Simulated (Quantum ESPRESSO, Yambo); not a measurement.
# Quasiparticle gap of TiO2 (Anatase) in Yambo, part 3 of 3

Wanted: ground state, empty states, screening and self-energy for TiO2 (Anatase).

Quantum ESPRESSO 7.5 and Yambo 5.3.0; PBE and many-body steps on it, plane waves. Known limits of the many-body steps: not at the basis limit.

So far. Step 3 (Bands along the symmetry lines): The gap is 2.141 eV, −0.045 eV from the run before at this level. Step 4 (Empty states on the mesh, 4×4×4 mesh, 78 bands): On this mesh the gap is 2.189 eV.

## (6) Screening and self-energy, 4×4×4 mesh, 78 bands, screening to 95.2 eV

G0W0 replaces the xc potential by the self-energy, built once from these orbitals. Only a window of levels is corrected, while the sums run over the empty bands that the input names.

This step: G0W0 on PBE, plane waves, norm-conserving pseudopotentials.

File gw1.in:

```
HF_and_locXC
gw0
dyson
ppa
em1d
rim_cut
RandQpts= 1000000
RandGvec= 1 RL
EXXRLvcs= 76 Ry
VXCRLvcs= 304 Ry
Chimod= "HARTREE"
% BndsRnXp
 1 | 78 |
%
NGsBlkXp= 7 Ry
% LongDrXp
 1 | 1 | 1 |
%
% GbndRnge
 1 | 78 |
%
DysSolver= "n"
ExtendOut
PPAPntXp= 27.21138 eV
% QPkrange
 3 | 3 | 23 | 26 |
 1 | 1 | 23 | 26 |
 9 | 9 | 23 | 26 |
%
```

On the command line:

```bash
$ OMP_NUM_THREADS=2 mpirun -n 4 yambo -F gw1.in -J gw1 -C gw1 > gw1.log
```

Output:

```text
 Yambo, version 5.3.0

 [02] CORE Variables Setup
 =========================

  [... cell, symmetries and grids as in the set-up ...]

  [02.05] Energies & Occupations
  ==============================

  [X] === General ===
  [X] Electronic Temperature                        :  0.000000  0.000000 [eV K]
  [X] Bosonic    Temperature                        :  0.000000  0.000000 [eV K]
  [X] Finite Temperature mode                       : no
  [X] El. density                                   :  0.70458E+24 [cm-3]
  [X] Fermi Level                                   :  7.297607 [eV]

  [X] === Gaps and Widths ===
  [X] Conduction Band Min                           :  2.188734 [eV]
  [X] Valence Band Max                              :  0.000000 [eV]
  [X] Filled Bands                                  :  24
  [X] Empty Bands                                   :   25   78
  [X] Direct Gap                                    :  2.491719 [eV]
  [X] Direct Gap localized at k                     :   9
  [X] Indirect Gap                                  :  2.188734 [eV]
  [X] Indirect Gap between kpts                     :  3  1
  [X] Last valence band width                       :  0.810353 [eV]
  [X] 1st conduction band width                     :  1.464956 [eV]

 [03] Transferred momenta grid and indexing
 ==========================================

 IBZ Q-points                                      :  13
 BZ  Q-points                                      :   64

 K/Q-points units:
 rlu = crystal or reduced units; cc = cartesian coordinates; iku = interal k-units

 Q [ 1]         [rlu]:  0.000000  0.000000  0.000000
 Q [ 2]         [rlu]:  0.55297E-17  0.72474E-16  0.25000
 Q [ 3]         [rlu]: -0.74239E-16 -0.81769E-16 -0.50000
 Q [ 4]         [rlu]:  0.79654E-16  0.25000     -0.51899E-16
 Q [ 5]         [rlu]:  0.22222E-16  0.25000      0.25000
 Q [ 6]         [rlu]:  0.43097E-16 -0.50000     -0.43097E-16
 Q [ 7]         [rlu]:  0.55054E-16 -0.50000      0.25000
 Q [ 8]         [rlu]:  0.250000  0.250000  0.250000
 Q [ 9]         [rlu]:  0.250000  0.250000 -0.250000
 Q [10]         [rlu]:  0.250000  0.500000 -0.500000
 Q [11]         [rlu]:  0.250000 -0.250000  0.250000
 Q [12]         [rlu]:  0.250000  0.750000 -0.500000
 Q [13]         [rlu]:  0.500000  0.500000 -0.500000

 [04] Coloumb potential Random Integration (RIM)
 ===============================================

  [04.01] RIM initialization
  ==========================

  * Diagonal components only detected *

  8 x (sBL volume)        :  0.067444 [a.u.]
  sBZ random points       :  1000000
  Points outside the sBZ  :   7980549
  RL volume               :  0.539553 [a.u.]
  Integrated volume       :  0.540868 [a.u.]

  [04.02] RIM integrals
  =====================

  Gamma point sphere radius             :  0.073836 [a.u.]
  Points outside the sphere             :   800449
  [Int_sBZ(q=0) 1/q^2]*(Vol_sBZ)^(-1/3) =:  7.663677
                                 should be <:  7.795600

  Summary of Coulomb integrals for non-metallic bands |Q|[au] RIM/Bare

  Q [1] 0.100000E-4 0.983077 * Q [9] 0.174727 0.940102
  Q [4] 0.236394 1.086547 * Q [2] 0.310643 1.080598
  Q [10] 0.341967 1.015211 * Q [13] 0.349454 0.987550
  Q [7] 0.356411 1.040044 * Q [11] 0.439316 1.032638
  Q [12] 0.467566 1.010968 * Q [6] 0.472788 1.024280
  Q [5] 0.498879 1.027191 * Q [3] 0.621287 1.019013
  Q [8] 0.645389 1.016315

 [05] Dipoles
 ============

  [05.01] Setup: observables and procedures
  =========================================

  [WARNING] [x,Vnl] slows the Dipoles computation. To neglect it rename the ns.kb_pp file

 [06] Dynamic Dielectric Matrix (PPA)
 ====================================

 [WR./gw1//ndb.pp]---------------------------------------------------------------
  Brillouin Zone Q/K grids (IBZ/BZ)                :   13   64   13   64
  RL vectors                                       :   7681 [WF]
  Coulomb cutoff potential                         : none
  Electronic Temperature                           :  0.000000 [K]
  Bosonic    Temperature                           :  0.000000 [K]
  PPA    diel. fun.  energies                      : Perdew, Burke & Ernzerhof(X)+Perdew, Burke & Ernzerhof(C)
  wavefunctions                                    : Perdew, Burke & Ernzerhof(X)+Perdew, Burke & Ernzerhof(C)
  Global Gauge                                     : length
  X matrix size                                    :  155
  X band range                                     :    1   78
  X e/h energy range                               : -1.000000 -1.000000 [eV]
  X Time ordering                                  : R
  X Hxc Kernel                                     : HARTREE
  X Drude frequency                                :  0.000000  0.000000
  X poles                                          :  100.0000 [o/o]
  RL vectors in the sum                            :   7681
  [r,Vnl] included                                 : yes
  Field direction                                  :  0.577350E-5  0.577350E-5  0.577350E-5
  BZ energy Double Grid                            : no
  BZ energy DbGd points                            : 0
  BZ Q point size factor                           : -1.000000
  X Optical Averaged directions                    : none

 [07] Local Exchange-Correlation + Non-Local Fock
 ================================================

 [VXC] Plane waves :   41149
 [EXS] Plane waves :   5133

 QP @ state[ 1 ] K range:  1  1
 QP @ state[ 1 ] b range:  23  26
 QP @ state[ 2 ] K range:  3  3
 QP @ state[ 2 ] b range:  23  26
 QP @ state[ 3 ] K range:   9   9
 QP @ state[ 3 ] b range:  23  26

 [xc] Functional : Perdew, Burke & Ernzerhof(X)+Perdew, Burke & Ernzerhof(C)
 [xc] LIBXC used to calculate xc functional
  PP Number of Atomic Species                      :  2
  NLCC RL compoments                               :   41149
  PP Number of Atomic Species                      :  2
  NLCC RL compoments                               :   41149

 [xc] E_xc :  -28.61520 [Ha]
      E_xc :  -57.23039 [Ry]

  Local XC kind (lXC) : Perdew, Burke & Ernzerhof(X)+Perdew, Burke & Ernzerhof(C)
  Non-Local XC kind (nlXC) : Hartree-Fock

  Corrections @ K [1] :  [eV]
 <23|nlXC|23> = -24.44659  0.56529E-18 <23|lXC|23> = -19.55045 -0.18882E-15
 <24|nlXC|24> = -24.44663 -0.18336E-17 <24|lXC|24> = -19.55046  0.70806E-16
 <25|nlXC|25> = -11.85493  0.27535E-21 <25|lXC|25> = -19.33983 -0.38395E-22
 <26|nlXC|26> = -12.11657 -0.17232E-17 <26|lXC|26> = -20.50591 -0.75527E-15

  Corrections @ K [3] :  [eV]
 <23|nlXC|23> = -24.83826 -0.15529E-16 <23|lXC|23> = -20.08197 -0.18882E-15
 <24|nlXC|24> = -24.83824  0.26523E-17 <24|lXC|24> = -20.08204  0.34739E-22
 <25|nlXC|25> = -12.46915  0.35403E-19 <25|lXC|25> = -21.00715 -0.70806E-16
 <26|nlXC|26> = -12.46916 -0.27587E-18 <26|lXC|26> = -21.00717 -0.18882E-15

  Corrections @ K [9] :  [eV]
 <23|nlXC|23> = -24.96832  0.36534E-17 <23|lXC|23> = -20.28082  0.94408E-16
 <24|nlXC|24> = -24.96831  0.85127E-17 <24|lXC|24> = -20.28082 -0.47204E-16
 <25|nlXC|25> = -11.88003  0.24364E-17 <25|lXC|25> = -19.48806 -0.37763E-15
 <26|nlXC|26> = -12.06422 -0.31947E-18 <26|lXC|26> = -20.30977 -0.18882E-15

 [08] Dyson equation: Newton solver
 ==================================

  [08.01] G0W0 (W PPA)
  ====================

  [  GW  ] Bands range     :    1   78
  [GW/PPA] G damping       :  0.100000 [eV]

  QP @ state[ 1 ] K range:  1  1
  QP @ state[ 1 ] b range:  23  26
  QP @ state[ 2 ] K range:  3  3
  QP @ state[ 2 ] b range:  23  26
  QP @ state[ 3 ] K range:   9   9
  QP @ state[ 3 ] b range:  23  26

   Sc/G bands                                       :    1   78
   Sc/G damping                                     :  0.100000 ev
   Sc bands terminator                              : no
   Sx RL components                                 :   5133

   QP @ state[ 1 ] K range                          :  1  1
   QP @ state[ 1 ] b range                          :  23  26
   QP @ state[ 2 ] K range                          :  3  3
   QP @ state[ 2 ] b range                          :  23  26
   QP @ state[ 3 ] K range                          :   9   9
   QP @ state[ 3 ] b range                          :  23  26
   GF energies kind                                 : Perdew, Burke & Ernzerhof(X)+Perdew, Burke & Ernzerhof(C)
   GF WF`s kind                                     : Perdew, Burke & Ernzerhof(X)+Perdew, Burke & Ernzerhof(C)
   Xs energies kind                                 : Perdew, Burke & Ernzerhof(X)+Perdew, Burke & Ernzerhof(C)
   Xs WF`s kind                                     : Perdew, Burke & Ernzerhof(X)+Perdew, Burke & Ernzerhof(C)

 [11] Game Over & Game summary
```

Elapsed: 2.5 min, on 4 MPI ranks of Arm Neoverse V1, shared host; peak memory 4.1 GiB.

This step gave:

| Property | Result |
| --- | --- |
| G0W0 gap on the points computed | 3.720 eV |
| starting gap on the mesh | 2.189 eV |
| k of the valence top | 0, 0, -0.5 |
| k of the conduction bottom | 0, 0, 0 |
| least direct G0W0 gap on the computed points | 4.045 eV |
| Z at the valence top | 0.7599 |
| Z at the conduction bottom | 0.7810 |

The gap on the mesh goes from 2.19 eV to 3.72 eV, a correction of +1.53 eV.

Limits: finite bands, cutoff and mesh. v1 is the top filled band, c1 the lowest empty one. The levels before and after the correction (eV, zero at the valence-band top of each column):

```csv
,conduction bottom,valence top
Kohn-Sham,2.19,0.00
G0W0,3.72,0.00
```

```csv
,level,energy (eV)
Kohn-Sham,Γ v2-v1,-0.429
Kohn-Sham,Γ c1,2.189
Kohn-Sham,Γ c2,2.935
Kohn-Sham,(0 0 -0.5) v2-v1,0.000
Kohn-Sham,(0 0 -0.5) c1-c2,3.429
G0W0,Γ v2-v1,-0.513
G0W0,Γ c1,3.720
G0W0,Γ c2,4.656
G0W0,(0 0 -0.5) v2-v1,0.000
G0W0,(0 0 -0.5) c1-c2,5.238
```

## (7) Where the time went

Times are wall times on the hardware named with each run. The host was busy with other work, so they are no guide to cost.

```csv
step,time,share,memory (GiB)
ground state,2.2 min,39 %,0.8
bands along the symmetry lines,38 s,11 %,0.61
empty states on the mesh,13 s,4 %,0.54
conversion and set-up,2.5 s,1 %,0.24
screening and self-energy,2.5 min,45 %,4.1
```

## (8) What came out

* PBE gap: 2.14 eV, indirect
* G0W0 gap on the mesh: 3.72 eV
* G0W0 gap over the zone (rigid shift): 3.67 eV
* GW settings: 4×4×4 mesh, 78 bands, screening to 95.2 eV, Godby-Needs plasmon pole
* known limits: not at the basis limit

**Reading.** G0W0 moves the gap on the mesh from 2.19 eV to 3.72 eV (+1.53 eV), with Z of 0.76 and 0.78 at the edges. The mesh misses the band edges by 0.05 eV in all; a rigid shift gives 3.67 eV for the zone. Only 3 of the mesh's irreducible points were corrected, so a valley elsewhere could overtake. Against experiment, by G0W0@PBE: the gap of 3.67 eV lies +0.57 eV from the measured 3.1 eV (optical, 2020); the gap of 3.67 eV lies +0.39 eV from the measured 3.28 eV (optical, 2018); the direct gap of 4.04 eV lies +0.17 eV from the measured 3.87 eV (direct, 2023); the gap of 3.67 eV lies +0.50 eV from the measured 3.17 eV (kind not stated, 2020); the direct gap of 4.04 eV lies +0.06 eV from the measured 3.98 eV (electronic, quoted 2020). An exciton line or allowed optical edge lies below the quasiparticle gap by the binding energy; a forbidden edge can push the onset above it. The calculation has static nuclei and no excitons; a measured gap holds zero-point and thermal motion, which mostly lowers it. Bands and cutoff are finite, so the gap is not at the basis limit. The miss can reach some tenths of an eV and take either sign; the mesh is an error of its own. In the G0W0 run levels were corrected at 3 k points alone, so a gap called «on the mesh» is the least over those, and an edge elsewhere would be missed.

[Paths, hosts, dates, memory and timing lines, banners, echoed tables and standing remarks are left out of the program output.]

[Logs are printed without paths, hosts, clocks, repeated set-up lines and the standing remarks that a program may print on its own settings, such as how far it seeks lower states.]

[Runs of the session that timed out or met a known fault of the program may be left out.]

[Hosts, paths, dates, database ids (printed as entryN), source tags and the programs' standing remarks are cut or masked in the printed files.]
